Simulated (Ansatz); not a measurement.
**ScTeN3 (model cell, started as cubic perovskite with Te in the octahedra): a soft mode frozen in**

Wanted: the energy along a soft mode of ScTeN3 (model cell, started as cubic perovskite with Te in the octahedra) and the structure at the end.

Main program and level: Ansatz 0.2.0; DFT PBEsol, scalar-relativistic, plane waves, PAW; PAW set soft_1.

The structure was built from a prototype and need not be the compound's stable phase.

**1. Starting point**

Symmetry: Pm-3m, No. 221, cubic system. The conventional cell has a = 3.913 Å, b = 3.913 Å, c = 3.913 Å, α = 90.00°, β = 90.00°, γ = 90.00°. Nearest to Sc lie 12 N at 2.77 Å and 8 Te at 3.39 Å. Nearest to Te lie 6 N at 1.96 Å and 8 Sc at 3.39 Å. N has 2 Te at 1.96 Å and 4 Sc at 2.77 Å nearest. Farther neighbours and most contacts between anions are not listed.

**2. The dispersion**

The cell comes from relaxations at this level that are not shown. Stability and thermal properties need the whole zone. Linear response on a 4×4×4 q mesh gives force constants as far as a supercell of that size would.

The input, input.yaml:

```yaml
crystal:
  lattice:
    - [3.9131533689, 0.0, 0.0]
    - [0.0, 3.9131533689, 0.0]
    - [0.0, 0.0, 3.9131533689]
  atoms:
    - { symbol: Sc, position: [0.0, 0.0, 0.0] }
    - { symbol: Te, position: [0.5, 0.5, 0.5] }
    - { symbol: "N", position: [0.5, 0.5, 0.0] }
    - { symbol: "N", position: [0.5, 0.0, 0.5] }
    - { symbol: "N", position: [0.0, 0.5, 0.5] }
kpoints:
  mp_grid: { grid: [12, 12, 12] }
hamiltonian:
  xc: pbesol
  pseudopotentials: { kind: paw, azcp: { folder: soft_1 }, xc_functional: pbe }
scf:
  occupations: { method: methfessel_paxton, width: 0.2 }
output:
  eigenvalues: true
phonons:
  method: dfpt
  qmesh: [4, 4, 4]
  temperatures: { t_max: 1000, t_step: 50 }
  qpath:
    path:
      - [[0.0, 0.0, 0.0], [0.0, 0.5, 0.0], [0.5, 0.5, 0.0], [0.0, 0.0, 0.0], [0.5, 0.5, 0.5], [0.0, 0.5, 0.0]]
      - [[0.5, 0.5, 0.5], [0.5, 0.5, 0.0]]
    npoints: 10
```

The run is started by

```bash
$ ansatz run input.yaml --threads 8 --pin off --max-ram 16384MiB --backend cpu --events-out ev --progress --plain --runs-dir out
```

Numbers of over 12 decimals in the logs are rounded to 6 here.

The program printed:

```text
Engine: ansatz 0.2.0, x86_64-unknown-linux-gnu
Pseudopotentials: kind: paw
Pseudopotential: Sc, paw, valence charge 11, recommended cutoff 420 eV (normal), soft_1/Sc.paw.azcp
Pseudopotential: Te, paw, valence charge 16, recommended cutoff 420 eV (normal), soft_1/Te.paw.azcp
Pseudopotential: N, paw, valence charge 5, recommended cutoff 420 eV (normal), soft_1/N.paw.azcp
Functional definition: PBEsol
  exchange = pbesol_x
  correlation = pbesol_c
Crystal: 5 atoms, lattice volume = 59.921 Å³
Basis set: ecut = 420 eV, 1189 PW (Γ), exchange–correlation on 54×54×54 points (8 copies of the dense FFT grid, shifted against one another)
Bands: 26, of which v1, the nominal top of the filled ones, is band 21 counted from 1 (20 counted from 0)
Symmetry: 48 space group operations
k-points: 84 of 1728
Non-local potential: Sc, projectors of the file, l = 0: 3, l = 1: 2, l = 2: 3, l = 3: 1
Non-local potential: Te, projectors of the file, l = 0: 2, l = 1: 2, l = 2: 2, l = 3: 1
Non-local potential: N, projectors of the file, l = 0: 2, l = 1: 2, l = 2: 1
PAW form: soft (Blöchl's): semilocal exchange-correlation on the pseudo side does not see the compensation charge
PAW frozen core: Sc, regenerated for the run's functional, and the local potential with it (the file was generated under x = pbe(κ = 0.804, μ = 0.219515), c = pbe(β = 0.066725))
PAW frozen core: Te, regenerated for the run's functional, and the local potential with it (the file was generated under x = pbe(κ = 0.804, μ = 0.219515), c = pbe(β = 0.066725))
PAW frozen core: N, regenerated for the run's functional, and the local potential with it (the file was generated under x = pbe(κ = 0.804, μ = 0.219515), c = pbe(β = 0.066725))
PAW one-centre angular grid: Sc, 590 points (default); XC on 64 Gauss nodes
PAW one-centre angular grid: Te, 590 points (default); XC on 64 Gauss nodes
PAW one-centre angular grid: N, 110 points (default); XC on 64 Gauss nodes
Initial density: superposition of atomic densities (chi_scale 0.1, normalization cell, long waves kept (reshape's long-wave potential 0.00 eV rms))
Initial wavefunctions: pseudopotential atomic-orbital guess
Functional: x = pbesol(κ = 0.804, μ = 0.123457), c = pbesol(β = 0.046)
SCF iter   1: F=—  HF=-10147.642901 eV  |F-HF|=—  |Δ(HF+E_count)|=         —  Δρ=9.43e-2  dr2=5.99e0  ethr=3.10e-3  ⟨swp⟩=5.8  Hψ=9833  notcnv=0
preconditioner: auto → Kerker (q_TF=auto, 2.571 Å⁻¹)  [metal: Δε(μ)=0.041 eV  Ē_g=8.978 eV  σ=0.200 eV  W_gap=0.17  n_scr=18 (ndim 8)  ℏωp=23.5 eV  f_vac=0.000  D(μ)=0.79/eV (n_scr^D=0)]
SCF iter   2: F=—  HF=-10146.329078 eV  |F-HF|=—  |Δ(HF+E_count)|=    1.31e0  S|Δr|=    0.00e0  Δρ=4.57e-2  dr2=1.41e0  ethr=3.10e-3  ⟨swp⟩=2.0  Hψ=4030  notcnv=0  defer=71
SCF iter   3: F=—  HF=-10145.952975 eV  |F-HF|=—  |Δ(HF+E_count)|=   3.76e-1  S|Δr|=    0.00e0  Δρ=1.08e-2  dr2=7.87e-2  ethr=3.10e-3  ⟨swp⟩=2.2  Hψ=3527  notcnv=0  defer=71
SCF iter   4: F=—  HF=-10145.929005 eV  |F-HF|=—  |Δ(HF+E_count)|=   2.40e-2  S|Δr|=    0.00e0  Δρ=1.35e-3  dr2=1.68e-3  ethr=1.87e-4  ⟨swp⟩=2.1  Hψ=3662  notcnv=0  defer=62
SCF iter   5: F=—  HF=-10145.928602 eV  |F-HF|=—  |Δ(HF+E_count)|=   4.02e-4  S|Δr|=    0.00e0  Δρ=3.80e-4  dr2=1.50e-4  ethr=4.01e-6  ⟨swp⟩=2.1  Hψ=3125  notcnv=0  defer=62
SCF iter   6: F=—  HF=-10145.928585 eV  |F-HF|=—  |Δ(HF+E_count)|=   1.71e-5  S|Δr|=    0.00e0  Δρ=9.42e-5  dr2=7.37e-6  ethr=3.58e-7  ⟨swp⟩=2.1  Hψ=2845  notcnv=0  defer=62
SCF iter   7: F=—  HF=-10145.928588 eV  |F-HF|=—  |Δ(HF+E_count)|=   2.21e-6  S|Δr|=    0.00e0  Δρ=2.15e-5  dr2=2.29e-7  ethr=1.76e-8  ⟨swp⟩=2.2  Hψ=3807  notcnv=0  defer=62
SCF iter   8: F=—  HF=-10145.928586 eV  |F-HF|=—  |Δ(HF+E_count)|=   2.04e-6  S|Δr|=    0.00e0  Δρ=5.22e-6  dr2=1.47e-8  ethr=5.45e-10  ⟨swp⟩=2.0  Hψ=3750  notcnv=0  defer=62
SCF iter   9: F=—  HF=-10145.928586 eV  |F-HF|=—  |Δ(HF+E_count)|=   5.53e-9  S|Δr|=    0.00e0  Δρ=1.13e-6  dr2=5.00e-10  ethr=3.49e-11  ⟨swp⟩=2.0  Hψ=3760  notcnv=0  defer=62
SCF iter  10: F=—  HF=-10145.928586 eV  |F-HF|=—  |Δ(HF+E_count)|=  3.24e-10  S|Δr|=    0.00e0  Δρ=1.91e-7  dr2=1.60e-11  ethr=1.19e-12  ⟨swp⟩=2.4  Hψ=2882  notcnv=0  defer=62
SCF iter  11: F=-10145.928586 eV  HF=-10145.928586 eV  |F-HF|=1.82e-12  |Δ(HF+E_count)|=    0.00e0  S|Δr|=    0.00e0  Δρ=4.47e-8  dr2=1.46e-12  ethr=1.00e-12  ⟨swp⟩=10.3  Hψ=10560  notcnv=0
SCF 1 converged in 11 iterations: F = -10145.928586 eV  dr2 = 1.46e-12
  greatest PAW one-centre occupation: 1.000 electrons in one spin orbital (limit 2), on the Te atom at site 1 (counted from 0), in its partial waves of l = 2
Initial density: read from a saved state, or passed on in memory by an earlier SCF of this step, an earlier step, the calling program or the single point that the run made first
iter 1 solved again at ethr=8.58e-8 eV; its pass at ethr=3.10e-3 eV (dr2=3.60e-5 eV) is discarded
SCF iter   1: F=—  HF=-10145.928586 eV  |F-HF|=—  |Δ(HF+E_count)|=         —  Δρ=3.14e-6  dr2=9.21e-9  ethr=8.58e-8  ⟨swp⟩=4.1  Hψ=17565  notcnv=0
eigensolver tolerance schedule: the retry pair's looser diagonalisation over-reported the residual by 3913.25 of it (diagonalisation noise at 0.12 of the residual, at the tolerance the schedule requests for it); recorded, not acted on — ethr = c·dr2/N_el stays at c = 1.0e-1
preconditioner: auto → Kerker (q_TF=auto, 2.571 Å⁻¹)  [metal: Δε(μ)=0.015 eV  Ē_g=9.086 eV  σ=0.200 eV  W_gap=0.06  n_scr=18 (ndim 8)  ℏωp=23.5 eV  f_vac=0.000  D(μ)=1.22/eV (n_scr^D=6)]
SCF iter   2: F=—  HF=-10145.928586 eV  |F-HF|=—  |Δ(HF+E_count)|=   1.92e-7  S|Δr|=    0.00e0  Δρ=1.76e-6  dr2=2.32e-9  ethr=2.19e-11  ⟨swp⟩=3.2  Hψ=4952  notcnv=0
SCF iter   3: F=—  HF=-10145.928586 eV  |F-HF|=—  |Δ(HF+E_count)|=  2.36e-10  S|Δr|=    0.00e0  Δρ=1.09e-6  dr2=9.74e-10  ethr=5.53e-12  ⟨swp⟩=1.0  Hψ=2184  notcnv=0
SCF iter   4: F=—  HF=-10145.928586 eV  |F-HF|=—  |Δ(HF+E_count)|=  1.20e-10  S|Δr|=    0.00e0  Δρ=5.94e-7  dr2=3.26e-10  ethr=2.32e-12  ⟨swp⟩=1.0  Hψ=2186  notcnv=0
SCF iter   5: F=—  HF=-10145.928586 eV  |F-HF|=—  |Δ(HF+E_count)|=  1.82e-11  S|Δr|=    0.00e0  Δρ=4.64e-7  dr2=2.03e-10  ethr=1.00e-12  ⟨swp⟩=1.0  Hψ=2184  notcnv=0
SCF iter   6: F=—  HF=-10145.928586 eV  |F-HF|=—  |Δ(HF+E_count)|=  1.09e-11  S|Δr|=    0.00e0  Δρ=3.97e-7  dr2=1.49e-10  ethr=1.00e-12  ⟨swp⟩=1.0  Hψ=2184  notcnv=0
SCF iter   7: F=—  HF=-10145.928586 eV  |F-HF|=—  |Δ(HF+E_count)|=  7.28e-12  S|Δr|=    0.00e0  Δρ=3.11e-7  dr2=9.08e-11  ethr=1.00e-12  ⟨swp⟩=1.0  Hψ=2184  notcnv=0
SCF iter   8: F=-10145.928586 eV  HF=-10145.928586 eV  |F-HF|=5.46e-12  |Δ(HF+E_count)|=  1.82e-11  S|Δr|=    0.00e0  Δρ=7.42e-8  dr2=5.10e-12  ethr=1.00e-12  ⟨swp⟩=2.1  Hψ=5224  notcnv=0
[...]
NSCF: frozen V_eff on 343 k-points
DFPT response loops at q = (0, 0, 0) (fractional): preconditioner auto → Kerker (q_TF=auto, 2.571 Å⁻¹) (partly filled bands, converged f_vac=0.000); β = 1.00, the filter's whole step (`scf.mixing.beta` (0.50) is not read by the response loops under this deck's `scf.mixing.preconditioner`; to damp them name `kerker` or `kerker_dos`, under which they read `scf.mixing.beta`, and type it under 1.00, their step now; both keys bind the ground state too); Broyden in place of MSR1
NSCF: frozen V_eff on 1176 k-points
DFPT response loops at q = (0, 0, 0.25) (fractional): mixed as the last ones told, above
NSCF: frozen V_eff on 686 k-points
DFPT response loops at q = (0, 0, -0.5) (fractional): mixed as the last ones told, above
NSCF: frozen V_eff on 2016 k-points
DFPT response loops at q = (0, 0.25, 0.25) (fractional): mixed as the last ones told, above
NSCF: frozen V_eff on 1176 k-points
DFPT response loops at q = (0, 0.25, -0.5) (fractional): mixed as the last ones told, above
NSCF: frozen V_eff on 686 k-points
DFPT response loops at q = (0, -0.5, -0.5) (fractional): mixed as the last ones told, above
NSCF: frozen V_eff on 3456 k-points
DFPT response loops at q = (0.25, 0.25, 0.25) (fractional): mixed as the last ones told, above
NSCF: frozen V_eff on 2016 k-points
DFPT response loops at q = (0.25, 0.25, -0.5) (fractional): mixed as the last ones told, above
NSCF: frozen V_eff on 1176 k-points
DFPT response loops at q = (0.25, -0.5, -0.5) (fractional): mixed as the last ones told, above
NSCF: frozen V_eff on 686 k-points
DFPT response loops at q = (-0.5, -0.5, -0.5) (fractional): mixed as the last ones told, above
SCF converged after 11 iterations
Stability not checked: this state was not tested for a lower state beside it, because cold or Methfessel-Paxton smearing, or corrected tetrahedra, fill the levels in a way that the test cannot read (fill_not_monotonic; see scf.lower_state_search)
Free energy (F): -10145.928586 eV
Harris-Foulkes:  -10145.928586 eV  (|F-HF|=1.82e-12)
Internal energy: -10145.927516 eV  (E = F + TS)
E sigma→0 (E₀):  -10145.928318 eV
Entropy (-TS):   -0.001070 eV (-0.214 meV/atom)
Fermi energy:    12.912159 eV
--- Per-component energies (eV) ---
  E_band       = -289.359630
  E_kinetic    = 768.441123
  E_local      = -2565.660788  (includes V_loc(G=0)·N_el)
  E_nonlocal   = 317.328831
  E_hartree    = 1127.886771
  E_xc         = -383.986651
  E_vxc        = -433.219106  (∫ρ·V_xc dr)
  E_paw        = -5932.378781  (= ΣΔE_a)
  E_vpaw       = -632.025661  (= ΣTr[D̂ρ^β])
  E_aug_tail   = 0.002420  (compensation charges beyond the density's cutoff)
  E_ewald      = -3478.148573
  E_core_change = 0.588133  (= ΣΔE_core)
  E_smearing   = -0.001070  (= −TS)
  E_closure    = -0.000000  (closes the sum)
  Σ components = -10145.928586   (vs F -10145.928586, Δ=0.00e0)
--- Band table (eV; the first three rows and the last of 84) ---
  k-point 0: bands = [... 17 lower, 11.4461, 11.4461, 11.4817, 11.4817, 11.4817, 13.7864, 13.7864, 14.2307, ... 1 higher]
  k-point 1: bands = [... 17 lower, 11.3835, 11.3835, 11.4149, 11.4149, 11.4173, 13.8416, 13.9720, 14.2398, ... 1 higher]
  k-point 2: bands = [... 17 lower, 11.1580, 11.1580, 11.3188, 11.3188, 11.6784, 13.9965, 14.2647, 14.3876, ... 1 higher]
  k-point 83: bands = [... 17 lower, 10.9516, 13.3357, 13.3357, 13.3357, 14.4973, 14.4973, 14.4973, 14.9808, ... 1 higher]
--- Phonons (Γ-DFPT): 4 representative perturbations + reference (Σ response iterations 15) ---
  ASR residual: 2.292e-5 → 0.000e0 eV/Å²; symmetrization residual: 4.674e-6 eV/Å²
  ASR residual per site (eV/Å²): 2.29e-5 9.67e-6 4.93e-6 4.93e-6 4.93e-6
  Γ frequencies (cm⁻¹): -295.86 -295.86 -295.86 -240.45 -240.45 -240.45 0.00 0.00 0.00 214.63 214.63 214.63 869.24 869.24 869.24
--- Phonons (arbitrary-q DFPT): 10 irreducible q on the 4×4×4 mesh ---
  q = [0.0000, 0.0000, 0.0000] (star 1, of the zone-centre solve; hermiticity 2.61e-7, symmetrization 7.88e-13): -295.86 -295.86 -295.86 -240.45 -240.45 -240.45 -0.00 -0.00 0.00 214.63 214.63 214.63 869.24 869.24 869.24
  q = [0.0000, 0.0000, 0.2500] (star 6, 9 solved perturbations in 4536 linear systems a pass and spin channel, the states on 588 of 1728 k-point pairs; hermiticity 2.75e-7, symmetrization 1.34e-12): -277.93 -277.93 -228.08 -208.23 -208.23 -170.93 88.64 88.64 139.11 201.23 201.23 254.55 866.46 874.88 874.88
  q = [0.0000, 0.0000, -0.5000] (star 3, 9 solved perturbations in 2646 linear systems a pass and spin channel, the states on 343 of 1728 k-point pairs; hermiticity 2.38e-7, symmetrization 1.10e-12): -267.73 -267.73 -197.96 -164.53 -164.53 91.74 156.12 156.12 157.58 157.58 195.58 316.56 842.46 878.88 878.88
  q = [0.0000, 0.2500, 0.2500] (star 12, 9 solved perturbations in 7686 linear systems a pass and spin channel, the states on 1008 of 1728 k-point pairs; hermiticity 2.91e-7, symmetrization 2.42e-14): -334.05 -285.54 -247.93 -190.88 -177.51 100.87 108.13 130.42 187.27 223.61 267.30 278.51 830.91 879.40 908.66
  q = [0.0000, 0.2500, -0.5000] (star 12, 15 solved perturbations on 588 of 1728 k-point pairs; hermiticity 3.46e-7, symmetrization 1.29e-14): -363.46 -259.80 -246.70 -220.82 -128.27 129.94 140.33 159.61 178.77 267.60 289.79 333.31 806.47 883.88 904.61
  q = [0.0000, -0.5000, -0.5000] (star 3, 9 solved perturbations in 2646 linear systems a pass and spin channel, the states on 343 of 1728 k-point pairs; hermiticity 4.00e-7, symmetrization 2.70e-13): -406.58 -301.79 -301.79 -97.72 -97.72 -94.26 164.53 188.28 188.28 336.17 336.17 345.63 789.98 888.34 940.26
  q = [0.2500, 0.2500, 0.2500] (star 8, 4 solved perturbations in 4536 linear systems a pass and spin channel, the states on 1728 of 1728 k-point pairs; hermiticity 1.53e-7, symmetrization 1.14e-12): -342.09 -319.29 -319.29 -211.44 -211.44 -76.46 215.82 215.82 220.58 281.81 281.81 307.13 832.21 832.21 938.10
  q = [0.2500, 0.2500, -0.5000] (star 12, 9 solved perturbations in 7686 linear systems a pass and spin channel, the states on 1008 of 1728 k-point pairs; hermiticity 2.64e-7, symmetrization 4.66e-13): -382.70 -359.54 -308.22 -236.62 -217.29 -116.02 219.82 238.06 276.25 301.43 302.92 344.83 804.71 834.35 951.86
  q = [0.2500, -0.5000, -0.5000] (star 6, 9 solved perturbations in 4536 linear systems a pass and spin channel, the states on 588 of 1728 k-point pairs; hermiticity 2.25e-7, symmetrization 1.36e-14): -415.62 -381.56 -381.56 -228.72 -228.72 -176.11 241.95 278.67 278.67 342.41 342.41 350.82 786.75 823.78 972.89
  q = [-0.5000, -0.5000, -0.5000] (star 1, 4 solved perturbations in 931 linear systems a pass and spin channel, the states on 343 of 1728 k-point pairs; hermiticity 1.09e-7, symmetrization 1.64e-12): -463.05 -463.05 -463.05 -245.76 -245.76 -245.76 298.92 298.92 298.92 355.83 355.83 355.83 784.36 784.36 985.23
  sum rule: each row above includes the acoustic sum rule's correction from the zone centre's row sums; it moved no ω² by more than (0.37 cm⁻¹)²
  mesh force constants: q→R imaginary residual 9.76e-19; ASR residual 2.292e-5 → 0.000e0 eV/Å²; symmetrization residual 2.132e-14 eV/Å²
  interpolated dispersion: 62 rows × 15 modes
  density of states and harmonic sums: on the 16×16×16 q-mesh, interpolated from the force constants of a 4×4×4 supercell (no non-analytic term)
  largest difference from the sums on the solved wave vectors: F 2.86e-2 eV, S 3.49e-5 and C_V 8.76e-6 eV/K
  zero-point energy: 0.252031 eV/cell   skipped modes (ω ≤ 0): 927, of them read as no rigid motion or as one in doubt: 924 (5.551e0 modes/cell left out, lowest -463.05 cm⁻¹)   left out of the sums: 3.70e-1 of the cell's modes: C_V's classical limit lies that fraction below 3 k_B per atom; for a crystal, a wire or a layer, F and S can be off by more, and a phonons.interpolated_qmesh denser along its periods is the remedy for the sampling
```

The job ended after 22 min (8 threads of AMD EPYC 7R32 (Zen 2), shared host; peak memory 6.3 GiB; 2.6 h of CPU time).

Reading the cycles: dr2 is the Hartree energy of the density residual (eV), the measure of convergence; HF is the Harris–Foulkes estimate of the energy, which meets the free energy F at convergence.

Numbers from this step:

```
volume per atom                                         : 11.98 Å³
gap on the k-mesh                                       : 0 eV
sum-rule residual before enforcement                    : 2.29e-5 eV/Å²
lowest frequency on the path                            : -463.0 cm⁻¹
point group                                             : m-3m
highest frequency on the path or at a solved wavevector : 985.2 cm⁻¹
highest optical mode at the zone centre (no LO-TO term) : 869.2 cm⁻¹
lowest optical zone-centre mode                         : -295.9 cm⁻¹
lowest mode on the q mesh (acoustic modes at Γ apart)   : -463.1 cm⁻¹
```

Frequencies (cm⁻¹) solved at each irreducible wavevector; negative means imaginary. Frequencies by wavevector, by row:

```
q in reciprocal lattice units  star  mode 1  mode 2  mode 3  mode 4  mode 13  mode 14  mode 15
                        0 0 0     1  -295.9  -295.9  -295.9  -240.4    869.2    869.2    869.2
                     0 0 0.25     6  -277.9  -277.9  -228.1  -208.2    866.5    874.9    874.9
                     0 0 -0.5     3  -267.7  -267.7    -198  -164.5    842.5    878.9    878.9
                  0 0.25 0.25    12  -334.1  -285.5  -247.9  -190.9    830.9    879.4    908.7
                  0 0.25 -0.5    12  -363.5  -259.8  -246.7  -220.8    806.5    883.9    904.6
                  0 -0.5 -0.5     3  -406.6  -301.8  -301.8   -97.7      790    888.3    940.3
               0.25 0.25 0.25     8  -342.1  -319.3  -319.3  -211.4    832.2    832.2    938.1
               0.25 0.25 -0.5    12  -382.7  -359.5  -308.2  -236.6    804.7    834.4    951.9
               0.25 -0.5 -0.5     6  -415.6  -381.6  -381.6  -228.7    786.8    823.8    972.9
               -0.5 -0.5 -0.5     1  -463.1  -463.1  -463.1  -245.8    784.4    784.4    985.2
```

Interpolated from a 4×4×4 q mesh. Phonon branches along the path, in cm⁻¹:

```
    point  branch 1  branch 2  branch 3  branch 4  branch 12  branch 13  branch 14  branch 15
        Γ      -296      -296      -296      -240        215        869        869        869
  halfway      -278      -278      -228      -208        254        866        875        875
        X      -268      -268      -198      -164        317        842        879        879
  halfway      -364      -260      -247      -221        333        806        884        905
        M      -407      -302      -302       -98        346        790        888        940
  halfway      -334      -286      -248      -191        278        831        879        909
        Γ      -296      -296      -296      -240        215        869        869        869
  halfway      -342      -319      -319      -211        307        832        832        938
        R      -463      -463      -463      -246        356        784        784        985
  halfway      -383      -360      -308      -237        345        805        834        952
        X      -268      -268      -198      -164        317        842        879        879
jump to R      -463      -463      -463      -246        356        784        784        985
  halfway      -416      -382      -382      -229        351        787        824        973
        M      -407      -302      -302       -98        346        790        888        940
```

Symmetry leaves 10 wavevectors to solve. The lowest mode among them, the acoustic zeros apart, lies at q = (-0.5, -0.5, -0.5) and is imaginary, 463.1i cm⁻¹, so the energy falls along it.

[end of part 1 of 3]

[Logs are printed without paths, hosts, clocks, repeated set-up lines and the standing remarks that a program may print on its own settings, such as how far it seeks lower states.]

[Hosts, paths, dates, database ids (printed as entryN), source tags and the programs' standing remarks are cut or masked in the printed files.]
